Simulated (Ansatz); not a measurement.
# A convergence test on CdF2 (Fm-3m): k mesh of the hybrid

Wanted: the cheapest k mesh of the hybrid that holds the HSE06 gap of CdF2 (Fm-3m).

Main program and level: Ansatz 0.2.0; DFT, HSE06, plane waves, PAW; PAW set soft_1.

### Step 1. Starting point

The structure is cubic, space group Fm-3m (No. 225). The conventional cell has a = 5.388 Å, b = 5.388 Å, c = 5.388 Å, α = 90.00°, β = 90.00°, γ = 90.00°. Nearest to Cd lie 8 F at 2.33 Å. Nearest to F lie 4 Cd at 2.33 Å. Farther neighbours and most contacts between anions are not listed.

The cell and positions come from the Crystallography Open Database and are kept as given unless a step says otherwise.

### Step 2. k mesh of the hybrid: 2×2×2

File input.yaml:

```yaml
crystal:
  lattice:
    - [0.0, 2.694, 2.694]
    - [2.694, 0.0, 2.694]
    - [2.694, 2.694, 0.0]
  atoms:
    - { symbol: Cd, position: [0.0, 0.0, 0.0] }
    - { symbol: F, position: [0.25, 0.25, 0.25] }
    - { symbol: F, position: [0.75, 0.75, 0.75] }
kpoints:
  mp_grid: { grid: [2, 2, 2] }
  band_path:
    path:
      - [0.0, 0.0, 0.0]
      - [0.5, 0.0, 0.5]
      - [0.625, 0.25, 0.625]
      - [0.375, 0.375, 0.75]
      - [0.5, 0.5, 0.5]
      - [0.5, 0.25, 0.75]
    npoints: 1
hamiltonian:
  xc: hse06
  pseudopotentials: { kind: paw, azcp: { folder: soft_1 } }
scf:
  occupations: { method: fixed }
  n_extra_bands: 5
output:
  eigenvalues: true
```

On the command line:

```sh
ansatz run input.yaml --threads 24 --pin off --max-ram 82944MiB --backend cuda --events-out ev --progress --plain --runs-dir out --devices 1 --max-vram 78GiB
```

Numbers of over 12 decimals in the logs are rounded to 6 here.

Output:

```text
scf.n_extra_bands = 5 over 17 filled bands (N_el = 34.0): the run solves 22 bands
exact exchange: scf.exx.singularity resolves to wigner_seitz, which cuts the screened interaction at the faces of the exchange supercell's Wigner-Seitz cell, so that each pair interacts once, at the shortest of its separations (the periodic images that this leaves out come, for a point-like exchange hole, to about 0.146 eV on a filled level). The cut falls within the interaction's reach, and what an exchange supercel [...]
GPUs: using 1 of 1 available (devices: 1).
Engine: ansatz 0.2.0, aarch64-unknown-linux-gnu
Pseudopotentials: kind: paw
Pseudopotential: Cd, paw, valence charge 20, recommended cutoff 420 eV (normal), soft_1/Cd.paw.azcp
Pseudopotential: F, paw, valence charge 7, recommended cutoff 420 eV (normal), soft_1/F.paw.azcp
Functional definition: HSE06
  parameter a = 0.25
  parameter omega = 0.11/bohr
  exchange = pbe_x - a*pbe_x_sr(omega) + a*exact_x_sr(omega)
  correlation = pbe_c
davidson cushion auto → on  (no smearing: the cushion is to keep the highest requested band from converging to the state above it; pin scf.eigensolver.cushion to override)
[...]
Crystal: 3 atoms, lattice volume = 39.104 Å³
Basis set: ecut = 420 eV, 749 PW (Γ)
Bands: 22, of which v1, the nominal top of the filled ones, is band 17 counted from 1 (16 counted from 0)
Symmetry: 48 space group operations
Space group: Fm-3m (ITA 225), of the structure as read, at distance tolerance 3.4e-5 Å
k-points: 3 of 8
Non-local potential: Cd, projectors of the file, l = 0: 3, l = 1: 2, l = 2: 2, l = 3: 1
Non-local potential: F, projectors of the file, l = 0: 2, l = 1: 2, l = 2: 1
PAW form: soft (Blöchl's): semilocal exchange-correlation on the pseudo side does not see the compensation charge
PAW frozen core: Cd, regenerated for the run's functional, and the local potential with it (the file was generated under x = pbe(κ = 0.804, μ = 0.219515), c = pbe(β = 0.066725))
PAW frozen core: F, regenerated for the run's functional, and the local potential with it (the file was generated under x = pbe(κ = 0.804, μ = 0.219515), c = pbe(β = 0.066725))
PAW one-centre angular grid: Cd, 590 points (default); XC on 64 Gauss nodes
PAW one-centre angular grid: F, 110 points (default); XC on 64 Gauss nodes
Initial density: superposition of atomic densities (chi_scale 0.1, normalization cell, long waves kept (reshape's long-wave potential 0.00 eV rms))
Initial wavefunctions: pseudopotential atomic-orbital guess
[...]
Functional: x = pbe(κ = 0.804, μ = 0.219515), c = pbe(β = 0.066725), warm-up for x = pbe(κ = 0.804, μ = 0.219515) + 0.25 (exact − pbe) at short range (hse, ω = 0.207870 Å⁻¹), c = pbe(β = 0.066725); HSE06 as pw.x's `hse` composes it (authors' and Libxc's form: `xc: wpbeh`)
SCF iter   1: F=—  HF=-9877.077227 eV  |F-HF|=—  |Δ(HF+E_count)|=         —  Δρ=2.07e-1  dr2=1.45e1  ethr=1.00e-1  ⟨swp⟩=5.3  Hψ=231  notcnv=0
preconditioner: auto → none  [insulator: Δε(μ)=0.368 eV  Ē_g=18.499 eV  n_scr=14 (ndim 8)  ℏωp=30.3 eV  f_vac=0.099]
SCF iter   2: F=—  HF=-9873.192388 eV  |F-HF|=—  |Δ(HF+E_count)|=    3.88e0  Δρ=1.24e-1  dr2=3.61e0  ethr=4.26e-2  ⟨swp⟩=3.3  Hψ=191  notcnv=0
[...]
SCF iter   5: F=-9872.106239 eV  HF=-9872.106172 eV  |F-HF|=6.71e-5  |Δ(HF+E_count)|=   3.61e-3  Δρ=6.11e-4  dr2=8.52e-5  ethr=1.35e-5  ⟨swp⟩=3.0  Hψ=194  notcnv=0
SCF 1 stopped early in 5 iterations: F = -9872.106239 eV  dr2 = 8.52e-5
  greatest PAW one-centre occupation: 1.000 electrons in one spin orbital (limit 2), on the Cd atom at site 0 (counted from 0), in its partial waves of l = 1
[...]
Exchange kernel: α = 0.2500, screened, ω = 0.2079 Å⁻¹, Wigner–Seitz truncation, v(0) = 682.0098 eV·Å³, q-mesh 2×2×2, nearest image of the exchange supercell L = 7.62 Å, pair-density grid 15×15×15, without the augmentation charges, whose exchange is taken in its separable form by FFT convolution over the k-point mesh (sized by the pseudopotential files, 24×24×24 at the most), smooth part of the exact exchange by density-matrix convolution in up to 133.3 MiB of GPU memory as planned if the GPU has room (build and FFT work areas not counted)
Frozen-core exchange: fock
SCF iter   1: F=—  HF=-9875.575990 eV  |F-HF|=—  |Δ(HF+E_count)|=         —  Δρ=1.20e-2  dr2=5.52e-2  ethr=2.50e-6  ⟨swp⟩=5.0  Hψ=280  notcnv=0
preconditioner: auto → none  [insulator: Δε(μ)=5.418 eV  Ē_g=20.636 eV  n_scr=14 (ndim 8)  ℏωp=30.3 eV  f_vac=0.129]
SCF iter   2: F=—  HF=-9875.560695 eV  |F-HF|=—  |Δ(HF+E_count)|=   1.53e-2  Δρ=4.26e-3  dr2=3.61e-3  ethr=2.50e-6  ⟨swp⟩=4.0  Hψ=250  notcnv=0
[...]
SCF iter   5: F=-9875.571181 eV  HF=-9875.571190 eV  |F-HF|=9.22e-6  |Δ(HF+E_count)|=   1.24e-4  Δρ=2.18e-4  dr2=1.05e-5  ethr=3.70e-8  ⟨swp⟩=4.0  Hψ=216  notcnv=0
SCF 2 stopped early in 5 iterations: F = -9875.571181 eV  dr2 = 1.05e-5
  greatest PAW one-centre occupation: 1.001 electrons in one spin orbital (limit 2), on the Cd atom at site 0 (counted from 0), in its partial waves of l = 1
hybrid outer 1: dexx = +1.306e-2 eV, tail = 6.11e-5 eV
[...]
Exchange kernel: α = 0.2500, screened, ω = 0.2079 Å⁻¹, Wigner–Seitz truncation, v(0) = 682.0098 eV·Å³, q-mesh 2×2×2, nearest image of the exchange supercell L = 7.62 Å, pair-density grid 15×15×15, without the augmentation charges, whose exchange is taken in its separable form by FFT convolution over the k-point mesh (sized by the pseudopotential files, 24×24×24 at the most), smooth part of the exact exchange by density-matrix convolution in up to 133.3 MiB of GPU memory as planned if the GPU has room (build and FFT work areas not counted)
Frozen-core exchange: fock
SCF iter   1: F=—  HF=-9875.571423 eV  |F-HF|=—  |Δ(HF+E_count)|=         —  Δρ=7.86e-5  dr2=1.15e-6  ethr=8.98e-7  ⟨swp⟩=2.7  Hψ=151  notcnv=0
[...]
SCF iter   2: F=—  HF=-9875.571423 eV  |F-HF|=—  |Δ(HF+E_count)|=   1.42e-7  Δρ=3.85e-5  dr2=2.97e-7  ethr=3.16e-9  ⟨swp⟩=3.7  Hψ=209  notcnv=0
SCF iter   3: F=—  HF=-9875.571423 eV  |F-HF|=—  |Δ(HF+E_count)|=   7.79e-8  Δρ=2.61e-5  dr2=2.27e-7  ethr=6.64e-10  ⟨swp⟩=3.0  Hψ=210  notcnv=0
SCF iter   4: F=—  HF=-9875.571423 eV  |F-HF|=—  |Δ(HF+E_count)|=   4.85e-7  Δρ=3.46e-5  dr2=2.58e-7  ethr=4.21e-10  ⟨swp⟩=3.0  Hψ=179  notcnv=0
SCF iter   5: F=-9875.571423 eV  HF=-9875.571423 eV  |F-HF|=3.93e-8  |Δ(HF+E_count)|=   8.01e-8  Δρ=1.42e-5  dr2=4.02e-8  ethr=4.21e-10  ⟨swp⟩=3.0  Hψ=157  notcnv=0
SCF 3 converged in 5 iterations: F = -9875.571423 eV  dr2 = 4.02e-8
hybrid outer 2: dexx = +6.879e-7 eV, tail = 1.15e-7 eV, Δε = 4.42e-3 eV (about 2.56e-4 eV left of the loop's levels)
[...]
NSCF: frozen V_eff on 6 k-points
hybrid SCF converged: 2 outer / 10 inner (+5 warm-up), last move |dexx| = 6.88e-7 eV, tail = 1.15e-7 eV
Stability not checked: this state was not tested for a lower state beside it, because the functional holds exact exchange (a hybrid, or Hartree-Fock), whose exchange loop this test does not read (fock_operator; see scf.lower_state_search)
Free energy (F): -9875.571423 eV
Frozen-core exchange: fock
Harris-Foulkes:  -9875.571423 eV  (|F-HF|=3.93e-8)
Internal energy: -9875.571423 eV  (E = F + TS)
E sigma→0 (E₀):  -9875.571423 eV
Fermi energy:    4.825153 eV
--- Per-component energies (eV) ---
  E_band       = -570.366612
  E_kinetic    = 840.469459
  E_local      = -4272.582411  (includes V_loc(G=0)·N_el)
  E_nonlocal   = 295.921631
  E_hartree    = 1883.019215
  E_xc         = -247.431851
  E_vxc        = -310.990600  (∫ρ·V_xc dr)
  E_exx        = -142.011091  (= α·E_x^exact, valence–valence)
  E_paw        = -4438.439346  (= ΣΔE_a)
  E_vpaw       = -605.215280  (= ΣTr[D̂ρ^β])
  E_aug_tail   = 0.002011  (compensation charges beyond the density's cutoff)
  E_ewald      = -3793.856633
  E_core_change = -0.662407  (= ΣΔE_core)
  E_smearing   = -0.000000  (= −TS)
  E_closure    = -0.000000  (closes the sum)
  Σ components = -9875.571423   (vs F -9875.571423, Δ=-1.82e-12)
--- Band table (eV) ---
  k-point 0: bands = [... 13 lower, 3.8925, 4.3246, 4.3246, 4.3246, 10.1394, 19.8692, 19.8692, 19.8692, ... 1 higher]
  k-point 1: bands = [... 13 lower, 2.9830, 2.9830, 4.4582, 4.4582, 14.4342, 16.1597, 21.9088, 21.9088, ... 1 higher]
  k-point 2: bands = [... 13 lower, 1.8101, 4.3949, 4.8252, 4.8252, 15.3545, 16.8228, 18.8178, 21.7126, ... 1 higher]
```

It took 2.5 s on 1 × NVIDIA GB200 (shared by 2 runs) with 24 threads of Arm Neoverse V2, shared host; peak memory 1.1 GiB.

This step gave:

| Property | Result |
| --- | --- |
| gap | 5.207 eV |
| valence top at | W |
| conduction bottom at | Γ |
| least direct gap | 5.815 eV |
| exact-exchange fraction | 0.25 |

The gap is indirect, with the least direct gap 0.61 eV higher.

### Step 3. k mesh of the hybrid: 4×4×4

Changes to input.yaml since step 2:

```diff
@@ -10,3 +10,3 @@
 kpoints:
-  mp_grid: { grid: [2, 2, 2] }
+  mp_grid: { grid: [4, 4, 4] }
   band_path:
```

Output:

```text
[...]
GPUs: using 1 of 1 available (devices: 1).
[...]
device memory: the entry about to start is reckoned to put 2.0 GiB on a device that reports 168.0 GiB free (of which the cap on the GPU budget leaves the run 78.0 GiB)
GPU FFT provider: cuFFT
GPU libraries: cuBLAS 13.8.1, cuFFT 12.4.0, cuSOLVER 12.3.2
GPU matrix products: emulated (plane waves: as basis.precision tells), large ones in fixed point in workspaces of 1.00 GiB
[...]
Fermi energy:    4.882049 eV
[...]
--- Band table (eV; the first three rows and the last of 8) ---
  k-point 0: bands = [... 13 lower, 3.8630, 4.3002, 4.3002, 4.3002, 10.0855, 19.8586, 19.8586, 19.8586, ... 1 higher]
  k-point 1: bands = [... 13 lower, 3.4391, 3.7231, 4.3704, 4.3704, 11.9597, 17.9195, 20.7696, 20.7696, ... 1 higher]
  k-point 2: bands = [... 13 lower, 2.9465, 2.9465, 4.4310, 4.4310, 14.4132, 16.1297, 21.8955, 21.8955, ... 1 higher]
  k-point 7: bands = [... 13 lower, 3.2795, 3.2795, 4.2425, 4.8820, 15.4202, 18.4376, 18.9227, 18.9227, ... 1 higher]
[key lines of the parts left out:]
Free energy (F): -9875.652480 eV
```

Run time: 2.6 s. Hardware: 1 × NVIDIA GB200 (shared by 2 runs) with 24 threads; peak memory 1.1 GiB; 8.8 s of CPU time.

Numbers from this step:

* gap: 5.203 eV
* valence top at: W
* conduction bottom at: Γ
* least direct gap: 5.785 eV

The gap is 5.203 eV, −0.004 eV from the run before at this level.

### Step 4. The series

Differences are against the last row; a negative gap means that bands overlap, and a run with a band path holds that path's time. Times are wall times on 1 × NVIDIA GB200 (shared by 2 runs) with 24 threads of Arm Neoverse V2, shared host, good to a factor of about two.

| k mesh of the hybrid | gap (eV) | direct gap (eV) | gap error (eV) | energy error (meV/atom) | irreducible k | time |
| --- | --- | --- | --- | --- | --- | --- |
| 2×2×2 | 5.207 | 5.815 | +0.004 | +27.0 | 3 | 2.5 s |
| 4×4×4 | 5.203 | 5.785 | +0.000 | +0.0 | 8 | 2.6 s |

### Step 5. Outcome

```json
{
  "2×2×2": "5.207 eV",
  "4×4×4": "5.203 eV"
}
```

In words: The gap holds to 0.02 eV from 2×2×2 on, the cheapest setting tried. At 2×2×2 the gap is off by +0.004 eV and the energy by +27 meV/atom. The gap is read over the mesh and added points near the edges, so meshes differ mainly through the density and, for a hybrid, the exchange operator.

[Paths, hosts, dates, memory and timing lines, banners, echoed tables and standing remarks are left out of the program output.]

[Logs are printed without paths, hosts, clocks, repeated set-up lines and the standing remarks that a program may print on its own settings, such as how far it seeks lower states.]

[Runs of the session that timed out or met a known fault of the program may be left out.]

[Cells called generated may have been cut or substituted from an entry of the Crystallography Open Database or the Materials Project.]

[Hosts, paths, dates, database ids (printed as entryN), source tags and the programs' standing remarks are cut or masked in the printed files.]
